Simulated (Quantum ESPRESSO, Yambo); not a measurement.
# Quasiparticle gap of ZrSe3 (P2_1/m) in Yambo, part 3 of 3

Aim: the G0W0 gap of ZrSe3 (P2_1/m) on PBEsol, step by step.

Quantum ESPRESSO 7.5 and Yambo 5.3.0; PBEsol and many-body steps on it, plane waves. Known limits of the many-body steps: not at the basis limit; no spin-orbit coupling; coarse k mesh.

So far. Step 3 (Bands along the symmetry lines): The gap is 0.315 eV, −0.007 eV from the run before at this level. Step 4 (Empty states on the mesh, 2×4×2 mesh, 236 bands): On this mesh the gap is 0.330 eV.

### Step 5. Conversion and set-up

This step: Yambo 5.3.0; conversion and set-up on PBEsol, plane waves, norm-conserving pseudopotentials.

The states are converted to the many-body program's format and the q mesh is built.

Run with:

```bash
> (cd o/x.save; p2y > p2y.log; mv SAVE ../..); yambo > setup.log
```

Output:

```text
 Yambo, version 5.3.0

 [02] CORE Variables Setup
 =========================

  [02.01] Unit cells
  ==================

  Cell kind             :  Unknown
  Atoms in the cell     :  Zr  Se
  number of Zr atoms    :  2
  number of Se atoms    :   6

  List of atomic masses
  Mass of Zr    :  91.22400
  Mass of Se    :  78.97100

  List of atomic coordinates    : [cc]
  Zr1       :   1.39009   1.77105  11.60773  order 1
  Zr2       :  6.511756  5.313154  6.086979  order 2
  Se1       :  6.504450  1.771051  9.802867  order 3
  Se2       :  1.397400  5.313154  7.891839  order 4
  Se3       :  4.258406  1.771051  3.078879  order 5
  Se4       :   3.64344   5.31315  14.61583  order 6
  Se5       :  8.687273  1.771051  2.990405  order 7
  Se6       :  -0.78542   5.31315  14.70430  order 8

  Alat factors          :  10.22512   7.08421  17.69471 [a.u.]
  Direct lattice volume :   1281.75    [a.u.]
  Direct lattice vectors:  A[ 1 ]  A[ 2 ]  A[ 3 ]
   A[ 1 ]:  1.000000 -0.000000 -0.000000  [iru]
   10.22512  -0.00000  -0.00000  [cc]
   A[ 2 ]: -0.000000  1.000000  0.000000  [iru]
  -0.000000  7.084205  0.000000  [cc]
   A[ 3 ]: -0.227212  0.000000  1.000000  [iru]
   -2.32327   0.00000  17.69471  [cc]

  Recip. lattice volume :  0.193525 [a.u.]
  Recip. lattice vectors:  B[ 1 ]  B[ 2 ]  B[ 3 ]
   B[ 1 ]:  1.000000  0.000000  0.227212  [iku]
   0.614485  0.000000  0.080680  [cc]
   B[ 2 ]:  0.000000  1.000000  0.000000  [iku]
   0.000000  0.886929  0.000000  [cc]
   B[ 3 ]:  0.000000  0.000000  1.000000  [iku]
   0.000000  0.000000  0.355088  [cc]

  [02.02] Symmetries
  ==================

  Inversion symmetry    : yes
  Spatial inversion     : yes
  Inversion index       :  2
  K-space Time-reversal : no
  Magnetic symmetries   : no
  Group table correct   : yes
  Symmetries units      :  [cc]

   [S 1]:   1.0000       0.0000       0.0000       0.0000       1.0000       0.0000      0.17293E-16   0.0000       1.0000
   [S 2]:  -1.0000       0.0000       0.0000       0.0000      -1.0000       0.0000     -0.17293E-16   0.0000      -1.0000

  [02.03] Reciprocal space
  ========================

  nG shells         :   45504
  nG charge         :  183623
  nG WFs            :  26941
  nC WFs            :  23008
  G-vecs. in first 80 shells:  [ Number ]
    1   3   5   7   9  11  13  15  19
    21   23   27   31   35   37   41   43   45
    49   51   53   57   59   63   65   69   71
[...]
217  221  225  229  231  235  239  243
  ...
  Shell energy in first 80 shells:  [ mHa ]
[...]
1900.81      1911.39      1941.04      1960.21      1969.42      2006.09      2018.23      2038.01      2057.81
    2074.81      2098.88      2121.78      2140.68      2152.52      2202.06      2246.79      2269.58      2270.77
    2289.74      2304.71      2341.49      2347.23      2393.38      2399.42      2418.68      2431.34
  ...

  [02.04] K-grid lattice
[...]
K [10]         [rlu]: -0.500000  0.250000 -0.500000
[...]
K [11]         [rlu]: -0.50000     -0.50000      0.34549E-16
         WF components:  22920
  K [12]         [rlu]: -0.500000 -0.500000 -0.500000
         WF components:  22920

  [02.05] Energies & Occupations
  ==============================

  [X] === General ===
  [X] Electronic Temperature                        :  0.000000  0.000000 [eV K]
  [X] Bosonic    Temperature                        :  0.000000  0.000000 [eV K]
  [X] Finite Temperature mode                       : no
  [X] El. density                                   :  0.88451E+24 [cm-3]
  [X] Fermi Level                                   :  10.50704 [eV]

  [X] === Gaps and Widths ===
  [X] Conduction Band Min                           :  0.329650 [eV]
  [X] Valence Band Max                              :  0.000000 [eV]
  [X] Filled Bands                                  :   84
  [X] Empty Bands                                   :   85  236
  [X] Direct Gap                                    :  0.602734 [eV]
  [X] Direct Gap localized at k                     :  2
  [X] Indirect Gap                                  :  0.329650 [eV]
  [X] Indirect Gap between kpts                     :   1   7
  [X] Last valence band width                       :  1.419704 [eV]
  [X] 1st conduction band width                     :  2.112716 [eV]

  E @ K [ 1]:  [eV]
  -207.6635 -207.6635 -207.6490 -207.6490 -206.8667 -206.8667 -147.4989 -147.4989
[...]
[... 9 further rows ...]
[...]
occ @ K [ 1]
[...]
[... 9 further rows ...]
[...]
E @ K [ 2]:  [eV]
[...]
[... 9 further rows ...]
[...]
occ @ K [ 2]
[...]
E @ K [ 3]:  [eV]
[...]
occ @ K [ 3]
[...]
E @ K [ 8]:  [eV]
[...]
occ @ K [ 8]
[...]
E @ K [ 9]:  [eV]
[...]
occ @ K [ 9]
[...]
E @ K [10]:  [eV]
[...]
occ @ K [10]
[...]
E @ K [11]:  [eV]
[...]
occ @ K [11]
[...]
E @ K [12]:  [eV]
[...]
[... 9 further rows ...]
[...]
occ @ K [12]
[...]
[... 9 further rows ...]
   0.000000  0.000000  0.000000  0.000000  0.000000  0.000000  0.000000  0.000000
   0.000000  0.000000  0.000000  0.000000  0.000000  0.000000  0.000000  0.000000

 [03] Transferred momenta grid and indexing
 ==========================================

 IBZ Q-points                                      :  12
 BZ  Q-points                                      :  16

 K/Q-points units:
 rlu = crystal or reduced units; cc = cartesian coordinates; iku = interal k-units

 Q [ 1]         [rlu]:  0.000000  0.000000  0.000000
 Q [ 2]         [rlu]: -0.49964E-17   0.0000     -0.50000
 Q [ 3]         [rlu]:  0.000000  0.250000  0.000000
[...]
Q [ 8]         [rlu]:  0.500000  0.000000 -0.500000
 Q [ 9]         [rlu]: -0.50000      0.25000      0.59754E-16
 Q [10]         [rlu]:  0.500000  0.250000 -0.500000
 Q [11]         [rlu]: -0.50000     -0.50000      0.59754E-16
 Q [12]         [rlu]:  0.500000  0.500000 -0.500000

  [03.01] X indexes
  =================

   [03.01.01] Sigma indexes
   ========================

 [06] Game Over & Game summary
```

It took 5.1 s on 1 MPI rank of Arm Neoverse V1, shared host; peak memory 0.28 GiB.

### Step 6. Screening and self-energy, 2×4×2 mesh, 236 bands, screening to 95.2 eV

Now the one-shot GW correction: screening in the RPA, then the self-energy of the levels asked for.

This step: G0W0 on PBEsol, plane waves, norm-conserving pseudopotentials.

Contents of gw1.in:

```
HF_and_locXC
gw0
dyson
ppa
em1d
rim_cut
RandQpts= 1000000
RandGvec= 1 RL
EXXRLvcs= 104 Ry
VXCRLvcs= 416 Ry
Chimod= "HARTREE"
% BndsRnXp
 1 | 236 |
%
NGsBlkXp= 7 Ry
% LongDrXp
 1 | 1 | 1 |
%
% GbndRnge
 1 | 236 |
%
DysSolver= "n"
ExtendOut
PPAPntXp= 27.21138 eV
% QPkrange
 1 | 1 | 83 | 86 |
 7 | 7 | 83 | 86 |
 2 | 2 | 83 | 86 |
%
```

Run with:

```bash
> OMP_NUM_THREADS=2 mpirun -n 8 yambo -F gw1.in -J gw1 -C gw1 > gw1.log
```

Output:

```text
 Yambo, version 5.3.0

 [02] CORE Variables Setup
 =========================

  [... cell, symmetries and grids as in the set-up ...]

  [02.05] Energies & Occupations
  ==============================

  [X] === General ===
  [X] Electronic Temperature                        :  0.000000  0.000000 [eV K]
  [X] Bosonic    Temperature                        :  0.000000  0.000000 [eV K]
  [X] Finite Temperature mode                       : no
  [X] El. density                                   :  0.88451E+24 [cm-3]
  [X] Fermi Level                                   :  10.50704 [eV]

  [X] === Gaps and Widths ===
  [X] Conduction Band Min                           :  0.329650 [eV]
  [X] Valence Band Max                              :  0.000000 [eV]
  [X] Filled Bands                                  :   84
  [X] Empty Bands                                   :   85  236
  [X] Direct Gap                                    :  0.602734 [eV]
  [X] Direct Gap localized at k                     :  2
  [X] Indirect Gap                                  :  0.329650 [eV]
  [X] Indirect Gap between kpts                     :   1   7
  [X] Last valence band width                       :  1.419704 [eV]
  [X] 1st conduction band width                     :  2.112716 [eV]

 [03] Transferred momenta grid and indexing
 ==========================================

 IBZ Q-points                                      :  12
 BZ  Q-points                                      :  16

 K/Q-points units:
 rlu = crystal or reduced units; cc = cartesian coordinates; iku = interal k-units

 Q [ 1]         [rlu]:  0.000000  0.000000  0.000000
 Q [ 2]         [rlu]: -0.49964E-17   0.0000     -0.50000
 Q [ 3]         [rlu]:  0.000000  0.250000  0.000000
 Q [ 4]         [rlu]: -0.49964E-17  0.25000     -0.50000
 Q [ 5]         [rlu]:  0.000000 -0.500000  0.000000
 Q [ 6]         [rlu]: -0.49964E-17 -0.50000     -0.50000
 Q [ 7]         [rlu]: -0.50000       0.0000      0.59754E-16
 Q [ 8]         [rlu]:  0.500000  0.000000 -0.500000
 Q [ 9]         [rlu]: -0.50000      0.25000      0.59754E-16
 Q [10]         [rlu]:  0.500000  0.250000 -0.500000
 Q [11]         [rlu]: -0.50000     -0.50000      0.59754E-16
 Q [12]         [rlu]:  0.500000  0.500000 -0.500000

 [04] Coloumb potential Random Integration (RIM)
 ===============================================

  [04.01] RIM initialization
  ==========================

  * Diagonal components only detected *

  8 x (sBL volume)        :  0.096762 [a.u.]
  sBZ random points       :  1000000
  Points outside the sBZ  :   7993225
  RL volume               :  0.193525 [a.u.]
  Integrated volume       :  0.193689 [a.u.]

  [04.02] RIM integrals
  =====================

  Gamma point sphere radius             :  0.083276 [a.u.]
  Points outside the sphere             :   799794
  [Int_sBZ(q=0) 1/q^2]*(Vol_sBZ)^(-1/3) =:  7.483392
                                 should be <:  7.795600

  Summary of Coulomb integrals for non-metallic bands |Q|[au] RIM/Bare

  Q [1] 0.100000E-4 0.959951 * Q [2] 0.177544 0.867115
  Q [3] 0.221732 1.005740 * Q [4] 0.284055 0.994780
  Q [7] 0.309880 1.179383 * Q [8] 0.336486 1.132517
  Q [9] 0.381039 1.091490 * Q [10] 0.402974 1.072616
  Q [5] 0.443464 1.007706 * Q [6] 0.477685 1.004426
  Q [11] 0.541005 1.025187 * Q [12] 0.556672 1.022218

 [05] Dipoles
 ============

  [05.01] Setup: observables and procedures
  =========================================

  [WARNING] [x,Vnl] slows the Dipoles computation. To neglect it rename the ns.kb_pp file

 [06] Dynamic Dielectric Matrix (PPA)
 ====================================

 [SLK-Inversion]  Pools        :  2
 [SLK-Inversion]  BLACS grid   :  2  2

 [WR./gw1//ndb.pp]---------------------------------------------------------------
  Brillouin Zone Q/K grids (IBZ/BZ)                :  12  16  12  16
  RL vectors                                       :  26941 [WF]
  Coulomb cutoff potential                         : none
  Electronic Temperature                           :  0.000000 [K]
  Bosonic    Temperature                           :  0.000000 [K]
  PPA    diel. fun.  energies                      : Perdew, Burke & Ernzerhof SOL(X)+Perdew, Burke & Ernzerhof SOL(C)
  wavefunctions                                    : Perdew, Burke & Ernzerhof SOL(X)+Perdew, Burke & Ernzerhof SOL(C)
  Global Gauge                                     : length
  X matrix size                                    :   407
  X band range                                     :    1  236
  X e/h energy range                               : -1.000000 -1.000000 [eV]
  X Time ordering                                  : R
  X Hxc Kernel                                     : HARTREE
  X Drude frequency                                :  0.000000  0.000000
  X poles                                          :  100.0000 [o/o]
  RL vectors in the sum                            :  26941
  [r,Vnl] included                                 : yes
  Field direction                                  :  0.577350E-5  0.577350E-5  0.577350E-5
  BZ energy Double Grid                            : no
  BZ energy DbGd points                            : 0
  BZ Q point size factor                           : -1.000000
  X Optical Averaged directions                    : none

 [07] Local Exchange-Correlation + Non-Local Fock
 ================================================

 [VXC] Plane waves :  183623
 [EXS] Plane waves :  22961

 QP @ state[ 1 ] K range:  1  2
 QP @ state[ 1 ] b range:   83   86
 QP @ state[ 2 ] K range:   7   7
 QP @ state[ 2 ] b range:   83   86

 [xc] Functional : Perdew, Burke & Ernzerhof SOL(X)+Perdew, Burke & Ernzerhof SOL(C)
 [xc] LIBXC used to calculate xc functional
  PP Number of Atomic Species                      :  2
  NLCC RL compoments                               :  183623
  PP Number of Atomic Species                      :  2
  NLCC RL compoments                               :  183623

 [xc] E_xc :  -161.5634 [Ha]
      E_xc :  -323.1267 [Ry]

  Local XC kind (lXC) : Perdew, Burke & Ernzerhof SOL(X)+Perdew, Burke & Ernzerhof SOL(C)
  Non-Local XC kind (nlXC) : Hartree-Fock

  Corrections @ K [1] :  [eV]
 <83|nlXC|83> = -16.22827  0.56956E-17 <83|lXC|83> = -14.78736 -0.18882E-15
 <84|nlXC|84> = -16.81204  0.24865E-17 <84|lXC|84> = -15.01476 -0.18882E-15
 <85|nlXC|85> = -8.422557 -0.91513E-18 <85|lXC|85> = -13.06779 -0.94408E-16
 <86|nlXC|86> = -8.253621 -0.23620E-17 <86|lXC|86> = -13.52814 -0.56645E-15

  Corrections @ K [2] :  [eV]
 <83|nlXC|83> = -16.21485 -0.16930E-16 <83|lXC|83> = -14.73764  0.18882E-15
 <84|nlXC|84> = -16.67198 -0.46722E-17 <84|lXC|84> = -14.88700 -0.18882E-15
 <85|nlXC|85> = -8.017498 -0.77413E-18 <85|lXC|85> = -12.87629  0.000000
 <86|nlXC|86> = -8.460757  0.15205E-17 <86|lXC|86> = -13.65809  0.18882E-15

  Corrections @ K [7] :  [eV]
 <83|nlXC|83> = -16.57133  0.70041E-17 <83|lXC|83> = -14.71749  0.000000
 <84|nlXC|84> = -16.54711  0.55068E-17 <84|lXC|84> = -14.77532  0.000000
 <85|nlXC|85> = -10.16627 -0.33504E-17 <85|lXC|85> = -13.76974  0.45729E-16
 <86|nlXC|86> = -10.16982 -0.38831E-17 <86|lXC|86> = -14.04646  0.14161E-15

 [08] Dyson equation: Newton solver
 ==================================

  [08.01] G0W0 (W PPA)
  ====================

  [  GW  ] Bands range     :    1  236
  [GW/PPA] G damping       :  0.100000 [eV]

  QP @ state[ 1 ] K range:  1  2
  QP @ state[ 1 ] b range:   83   86
  QP @ state[ 2 ] K range:   7   7
  QP @ state[ 2 ] b range:   83   86

   Sc/G bands                                       :    1  236
   Sc/G damping                                     :  0.100000 ev
   Sc bands terminator                              : no
   Sx RL components                                 :  22961

   QP @ state[ 1 ] K range                          :  1  2
   QP @ state[ 1 ] b range                          :   83   86
   QP @ state[ 2 ] K range                          :   7   7
   QP @ state[ 2 ] b range                          :   83   86
   GF energies kind                                 : Perdew, Burke & Ernzerhof SOL(X)+Perdew, Burke & Ernzerhof SOL(C)
   GF WF`s kind                                     : Perdew, Burke & Ernzerhof SOL(X)+Perdew, Burke & Ernzerhof SOL(C)
   Xs energies kind                                 : Perdew, Burke & Ernzerhof SOL(X)+Perdew, Burke & Ernzerhof SOL(C)
   Xs WF`s kind                                     : Perdew, Burke & Ernzerhof SOL(X)+Perdew, Burke & Ernzerhof SOL(C)

 [11] Game Over & Game summary
```

Wall time 6.4 min (8 MPI ranks); peak memory 28 GiB; 1.6 h of CPU time.

This step gave:

```yaml
g0w0_gap_on_the_points_computed: 0.9189 eV
starting_gap_on_the_mesh: 0.3296 eV
k_of_the_valence_top: 0, 0, 0
k_of_the_conduction_bottom: -0.5, 0, 0
least_direct_g0w0_gap_on_the_computed_points: 1.221 eV
z_at_the_valence_top: 0.7942
z_at_the_conduction_bottom: 0.7928
```

The gap on the mesh goes from 0.33 eV to 0.92 eV, a correction of +0.59 eV.

Limits: finite bands, cutoff and mesh; no spin-orbit coupling; coarse k mesh. v1 is the top filled band, c1 the lowest empty one. Levels before and after the correction, in eV, zero at the valence-band top of each column:

```
           conduction bottom  valence top
Kohn-Sham               0.33         0.00
     G0W0               0.92         0.00
```

```
                   level  energy (eV)
Kohn-Sham           Γ v2       -0.110
Kohn-Sham           Γ v1        0.000
Kohn-Sham           Γ c1        0.661
Kohn-Sham           Γ c2        1.044
Kohn-Sham  (-0.5 0 0) v2       -0.372
Kohn-Sham  (-0.5 0 0) v1       -0.300
Kohn-Sham  (-0.5 0 0) c1        0.330
Kohn-Sham  (-0.5 0 0) c2        0.670
     G0W0           Γ v2       -0.082
     G0W0           Γ v1        0.000
     G0W0           Γ c1        1.253
     G0W0           Γ c2        1.755
     G0W0  (-0.5 0 0) v2       -0.438
     G0W0  (-0.5 0 0) v1       -0.354
     G0W0  (-0.5 0 0) c1        0.919
     G0W0  (-0.5 0 0) c2        1.338
```

### Step 7. Where the time went

Times are wall times on the hardware named with each run, good to a factor of about two.

```
                          step     time  share  memory (GiB)
                  ground state  2.2 min   19 %           4.2
bands along the symmetry lines     91 s   14 %           5.0
      empty states on the mesh     63 s    9 %           3.0
         conversion and set-up    5.1 s    1 %          0.28
     screening and self-energy  6.4 min   57 %            28
```

### Step 8. Results

| Item | Value |
| --- | --- |
| PBEsol gap | 0.31 eV, indirect |
| G0W0 gap on the mesh | 0.92 eV |
| GW settings | 2×4×2 mesh, 236 bands, screening to 95.2 eV, Godby-Needs plasmon pole |
| known limits | not at the basis limit; no spin-orbit coupling; coarse k mesh |

**Reading.** G0W0 moves the gap on the mesh from 0.33 eV to 0.92 eV (+0.59 eV), with Z of 0.79 and 0.79 at the edges. Only 3 of the mesh's irreducible points were corrected, so a valley elsewhere could overtake. The dearest step here is «screening and self-energy». Bands and cutoff are finite, so the gap is not at the basis limit. The miss can reach some tenths of an eV and take either sign; the mesh is an error of its own. In the G0W0 run levels were corrected at 3 k points alone, so a gap called «on the mesh» is the least over those, and an edge elsewhere would be missed. The 2×4×2 mesh is coarse for this cell, which bears on the long-range parts of exchange and screening. The many-body steps are scalar-relativistic: spin-orbit coupling is not in them.

[Paths, hosts, dates, memory and timing lines, banners, echoed tables and standing remarks are left out of the program output.]

[Logs are printed without paths, hosts, clocks, repeated set-up lines and the standing remarks that a program may print on its own settings, such as how far it seeks lower states.]

[Runs of the session that timed out or met a known fault of the program may be left out.]

[Hosts, paths, dates, database ids (printed as entryN), source tags and the programs' standing remarks are cut or masked in the printed files.]
